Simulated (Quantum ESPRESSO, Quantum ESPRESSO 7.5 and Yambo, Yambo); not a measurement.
# A GW chain in Yambo: LuBi2O4Cl (P4/mmm)

Wanted: ground state, empty states, screening and self-energy for LuBi2O4Cl (P4/mmm).

Method: PBEsol and many-body steps on it, plane waves, in Quantum ESPRESSO 7.5 and Yambo 5.3.0.

## Step 1: Set-up

The structure is tetragonal, space group P4/mmm (No. 123). Conventional cell: a = 3.823 Å, b = 3.823 Å, c = 8.856 Å, α = 90.00°, β = 90.00°, γ = 90.00°. Nearest to Lu lie 8 O at 2.34 Å. Nearest to Bi lie 4 O at 2.23 Å. Cl has 8 Bi at 3.33 Å nearest. Nearest to O lie 2 Bi at 2.23 Å and 2 Lu at 2.34 Å. Farther neighbours and most contacts between anions are not listed.

The cell and positions come from the Crystallography Open Database and are kept as given unless a step says otherwise. Spin-orbit coupling is left out unless a step names it.

## Step 2: Ground state

This step: Quantum ESPRESSO 7.5; DFT, PBEsol, plane waves, norm-conserving pseudopotentials.

The ground-state density comes first.

Contents of pw.in:

```
&control
  calculation = 'scf'
  prefix = 'x'
  outdir = 'o'
  pseudo_dir = 'pseudo'
/
&system
  ibrav = 0
  nat = 8
  ntyp = 4
  ecutwfc = 92.0
  nbnd = 59
  force_symmorphic = .true.
/
&electrons
  conv_thr = 1e-10
  electron_maxstep = 80
  mixing_beta = 0.5
/
ATOMIC_SPECIES
  Lu 174.97 Lu.upf
  Bi 208.98 Bi.upf
  Cl 35.45 Cl.upf
  O 15.999 O.upf
CELL_PARAMETERS angstrom
  3.8232000000 0.0000000000 0.0000000000
  0.0000000000 3.8232000000 0.0000000000
  0.0000000000 0.0000000000 8.8560000000
ATOMIC_POSITIONS crystal
  Lu 0.0000000000 0.0000000000 0.0000000000
  Bi 0.5000000000 0.5000000000 0.7193000000
  Bi 0.5000000000 0.5000000000 0.2807000000
  Cl 0.0000000000 0.0000000000 0.5000000000
  O 0.5000000000 0.0000000000 0.8480000000
  O 0.0000000000 0.5000000000 0.8480000000
  O 0.5000000000 0.0000000000 0.1520000000
  O 0.0000000000 0.5000000000 0.1520000000
K_POINTS automatic
  6 6 4 0 0 0
```

On the command line:

```sh
$ OMP_NUM_THREADS=1 mpirun -n 8 pw.x -nk 8 -in pw.in > pw.out
```

Log:

```text
Program PWSCF v.7.5 starts

     This program is part of the open-source Quantum ESPRESSO suite
     for quantum simulation of materials; please cite
         "P. Giannozzi et al., J. Phys.:Condens. Matter 21 395502 (2009);
         "P. Giannozzi et al., J. Phys.:Condens. Matter 29 465901 (2017);
         "P. Giannozzi et al., J. Chem. Phys. 152 154105 (2020);
     in publications or presentations arising from this work. More details at
     Message from routine setup:
     using ibrav=0 with symmetry is DISCOURAGED, use correct ibrav instead

     G-vector sticks info

     bravais-lattice index     =            0
     lattice parameter (alat)  =       7.2248  a.u.
     unit-cell volume          =     873.5510 (a.u.)^3
     number of atoms/cell      =            8
     number of atomic types    =            4
     number of electrons       =       102.00
     number of Kohn-Sham states=           59
     kinetic-energy cutoff     =      92.0000  Ry
     charge density cutoff     =     368.0000  Ry
     scf convergence threshold =      1.0E-10
     mixing beta               =       0.5000
     number of iterations used =            8  plain     mixing
     Exchange-correlation= PBESOL
                           (   1   4  10   8   0   0   0)

     celldm(1)=   7.224801  celldm(2)=   0.000000  celldm(3)=   0.000000
     celldm(4)=   0.000000  celldm(5)=   0.000000  celldm(6)=   0.000000

     crystal axes: (cart. coord. in units of alat)
               a(1) = (   1.000000   0.000000   0.000000 )
               a(2) = (   0.000000   1.000000   0.000000 )
               a(3) = (   0.000000   0.000000   2.316384 )

     reciprocal axes: (cart. coord. in units 2 pi/alat)
               b(1) = (  1.000000  0.000000  0.000000 )
               b(2) = (  0.000000  1.000000  0.000000 )
               b(3) = (  0.000000  0.000000  0.431707 )
     Pseudo is Norm-conserving + core correction, Zval = 25.0
     Generated using ONCVPSP code by D. R. Hamann
     Using radial grid of 2008 points,  8 beta functions with:
     Pseudo is Norm-conserving + core correction, Zval = 23.0
     Generated using ONCVPSP code by D. R. Hamann
     Using radial grid of 1472 points,  6 beta functions with:
     Pseudo is Norm-conserving + core correction, Zval =  7.0
     Generated using ONCVPSP code by D. R. Hamann
     Using radial grid of 1028 points,  6 beta functions with:
     Pseudo is Norm-conserving + core correction, Zval =  6.0
     Generated using ONCVPSP code by D. R. Hamann
     Using radial grid of  936 points,  5 beta functions with:
     Lu               25.00   174.97000     Lu( 1.00)
     Bi               23.00   208.98000     Bi( 1.00)
     Cl                7.00    35.45000     Cl( 1.00)
     O                 6.00    15.99900     O ( 1.00)

     16 Sym. Ops., with inversion, found

   Cartesian axes

     site n.     atom                  positions (alat units)
         1        Lu     tau(   1) = (   0.0000000   0.0000000   0.0000000  )
         2        Bi     tau(   2) = (   0.5000000   0.5000000   1.6661751  )
         3        Bi     tau(   3) = (   0.5000000   0.5000000   0.6502090  )
         4        Cl     tau(   4) = (   0.0000000   0.0000000   1.1581921  )
         5        O      tau(   5) = (   0.5000000   0.0000000   1.9642938  )
         6        O      tau(   6) = (   0.0000000   0.5000000   1.9642938  )
         7        O      tau(   7) = (   0.5000000   0.0000000   0.3520904  )
         8        O      tau(   8) = (   0.0000000   0.5000000   0.3520904  )

     number of k points=    30
                       cart. coord. in units 2pi/alat
        k(    1) = (   0.0000000   0.0000000   0.0000000), wk =   0.0138889
        k(    2) = (   0.0000000   0.0000000   0.1079268), wk =   0.0277778
        k(    3) = (   0.0000000   0.0000000  -0.2158537), wk =   0.0138889
        k(    4) = (   0.0000000   0.1666667   0.0000000), wk =   0.0555556
        k(    5) = (   0.0000000   0.1666667   0.1079268), wk =   0.1111111
        k(    6) = (   0.0000000   0.1666667  -0.2158537), wk =   0.0555556
        k(    7) = (   0.0000000   0.3333333   0.0000000), wk =   0.0555556
        k(    8) = (   0.0000000   0.3333333   0.1079268), wk =   0.1111111
        k(    9) = (   0.0000000   0.3333333  -0.2158537), wk =   0.0555556
        k(   10) = (   0.0000000  -0.5000000   0.0000000), wk =   0.0277778
     [... 18 further rows ...]
        k(   29) = (  -0.5000000  -0.5000000   0.1079268), wk =   0.0277778
        k(   30) = (  -0.5000000  -0.5000000  -0.2158537), wk =   0.0138889

     Dense  grid:   104163 G-vectors     FFT dimensions: (  45,  45, 108)

     Initial potential from superposition of free atoms

     starting charge     101.9947, renormalised to     102.0000
     Starting wfcs are   63 randomized atomic wfcs

     per-process dynamical memory:   135.5 Mb

     Self-consistent Calculation

     iteration #  1     ecut=    92.00 Ry     beta= 0.50

     total energy              =   -1585.20838271 Ry
     estimated scf accuracy    <       2.57869777 Ry

     iteration #  2     ecut=    92.00 Ry     beta= 0.50

     total energy              =   -1585.33541916 Ry
     estimated scf accuracy    <       4.55240600 Ry

     iteration #  3     ecut=    92.00 Ry     beta= 0.50

     total energy              =   -1586.22973719 Ry
     estimated scf accuracy    <       0.33518446 Ry

     iteration #  4     ecut=    92.00 Ry     beta= 0.50

     total energy              =   -1586.24886353 Ry
     estimated scf accuracy    <       0.03806590 Ry

     iteration #  5     ecut=    92.00 Ry     beta= 0.50

     total energy              =   -1586.25777653 Ry
     estimated scf accuracy    <       0.01435562 Ry

     iteration #  6     ecut=    92.00 Ry     beta= 0.50

     total energy              =   -1586.25932055 Ry
     estimated scf accuracy    <       0.00036609 Ry

     iteration #  7     ecut=    92.00 Ry     beta= 0.50

     total energy              =   -1586.25942180 Ry
     estimated scf accuracy    <       0.00009142 Ry

     iteration #  8     ecut=    92.00 Ry     beta= 0.50

     total energy              =   -1586.25943595 Ry
     estimated scf accuracy    <       0.00000107 Ry

     iteration #  9     ecut=    92.00 Ry     beta= 0.50

     total energy              =   -1586.25943623 Ry
     estimated scf accuracy    <       0.00000073 Ry

     iteration # 10     ecut=    92.00 Ry     beta= 0.50

     total energy              =   -1586.25943636 Ry
     estimated scf accuracy    <       0.00000002 Ry

     iteration # 11     ecut=    92.00 Ry     beta= 0.50

     total energy              =   -1586.25943637 Ry
     estimated scf accuracy    <          1.7E-09 Ry

     iteration # 12     ecut=    92.00 Ry     beta= 0.50

     total energy              =   -1586.25943637 Ry
     estimated scf accuracy    <          2.3E-10 Ry

     iteration # 13     ecut=    92.00 Ry     beta= 0.50

     End of self-consistent calculation

          k = 0.0000 0.0000 0.0000 ( 12987 PWs)   bands (ev):

  -141.4544-141.4544 -79.4995 -79.4995 -79.4810 -79.4810 -79.4810 -79.4810
   -42.5362 -13.4111 -13.2371 -13.2371 -11.0375 -11.0322 -10.8410 -10.8281
   -10.8281 -10.8233 -10.8233 -10.8168 -10.7489 -10.7483  -7.2263  -6.5318
    -4.8482  -4.4748  -3.1621   2.4723   2.7197   6.6342   6.6342   6.8323
     6.8323   8.2020   8.2065   8.7378   8.7378   8.7825   8.8039   8.9314
     8.9673   8.9673   9.0173   9.2299   9.2299   9.7829   9.7829  10.4208
    10.4299  10.4299  10.8391  12.3526  15.0897  16.5277  16.5277  16.5918
    17.1946  17.1946  17.5797

          k = 0.0000 0.0000 0.1079 ( 12991 PWs)   bands (ev):

  -141.4544-141.4544 -79.4995 -79.4995 -79.4810 -79.4810 -79.4810 -79.4810
   -42.5362 -13.4111 -13.2371 -13.2371 -11.0371 -11.0326 -10.8402 -10.8290
   -10.8290 -10.8224 -10.8224 -10.8177 -10.7489 -10.7483  -7.2192  -6.5426
    -4.8482  -4.4748  -3.1531   2.3569   2.8317   6.5999   6.5999   6.8742
     6.8742   8.1840   8.2081   8.7378   8.7378   8.8029   8.8035   8.9314
[...]
17.1786  17.1786  18.0028

          k = 0.0000 0.0000-0.2159 ( 12980 PWs)   bands (ev):

  -141.4544-141.4544 -79.4995 -79.4995 -79.4810 -79.4810 -79.4810 -79.4810
[...]
-10.8297 -10.8217 -10.8217 -10.8186 -10.7489 -10.7483  -7.2119  -6.5536
    -4.8481  -4.4748  -3.1441   2.2804   2.9048   6.5738   6.5738   6.9080
     6.9080   8.1677   8.2097   8.7379   8.7379   8.8031   8.8157   8.9314
     8.9954   8.9954   9.1566   9.1566   9.1846   9.8075   9.8075  10.4128
    10.4306  10.4306  10.4360  12.8949  14.4792  16.5740  16.5740  16.8399
    17.1611  17.1611  18.0886

          k = 0.0000 0.1667 0.0000 ( 12986 PWs)   bands (ev):

     [... further k-points ...]

     highest occupied, lowest unoccupied level (ev):    11.2274   12.3526

!    total energy              =   -1586.25943637 Ry
     estimated scf accuracy    <          1.3E-11 Ry

     The total energy is the sum of the following terms:
     one-electron contribution =   -1022.44947417 Ry
     hartree contribution      =     556.16359562 Ry
     xc contribution           =    -257.62553190 Ry
     ewald contribution        =    -862.34802592 Ry

     convergence has been achieved in  13 iterations

     XML data file, charge density, pseudopotentials, collected wavefunctions

=------------------------------------------------------------------------------=
   JOB DONE.
=------------------------------------------------------------------------------=
```

Elapsed: 86 s, on 8 MPI ranks of Arm Neoverse V2, shared host; peak memory 1.7 GiB; 11 min of CPU time.

This step gave:

| Quantity | Value |
| --- | --- |
| total energy | -21582.1591 eV |
| gap | 1.125 eV |
| k of the valence top | -0.5, -0.5, 0 |
| k of the conduction bottom | 0, 0, 0 |
| least direct gap | 1.513 eV |

The gap is indirect, with the least direct gap 0.39 eV higher.

[end of part 1 of 3]

[Paths, hosts, dates, memory and timing lines, banners, echoed tables and standing remarks are left out of the program output.]

[Logs are printed without paths, hosts, clocks, repeated set-up lines and the standing remarks that a program may print on its own settings, such as how far it seeks lower states.]

[Runs of the session that timed out or met a known fault of the program may be left out.]

[Hosts, paths, dates, database ids (printed as entryN), source tags and the programs' standing remarks are cut or masked in the printed files.]
